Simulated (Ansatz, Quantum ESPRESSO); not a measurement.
# Are band offsets transitive? CdS, CuI and MgSe

How the rows were computed: Quantum ESPRESSO 7.5, LDA with GBRV files. Each pair is a 5 + 5 layer (110) superlattice with atoms on ideal cubic sites at the pair's mean lattice constant; bulk valence tops are placed on the mean potential of each half. An offset X/Y is the valence top of Y less that of X.

```tsv
interface	a (Å)	valence offset (eV)
CdS/CuI	5.89	+0.559
CuI/MgSe	5.914	−1.079
```

**Question.** What is the offset CdS/MgSe, computed at a = 5.846 Å?

**Worked estimate.** If offsets were properties of the bulk crystals alone, they would add: +0.559 + (−1.079) = −0.520 eV.

**Check.** −0.711 eV; the sum misses by +0.191 eV. The rule fails by more than 0.15 eV here. The three lattice constants differ by up to 1.2 %, so strain shifts of the valence tops enter the miss along with interface dipoles.

**Limits.** No interface relaxation, no spin-orbit coupling, thickness untested.

[Logs are printed without paths, hosts, clocks, repeated set-up lines and the standing remarks that a program may print on its own settings, such as how far it seeks lower states.]
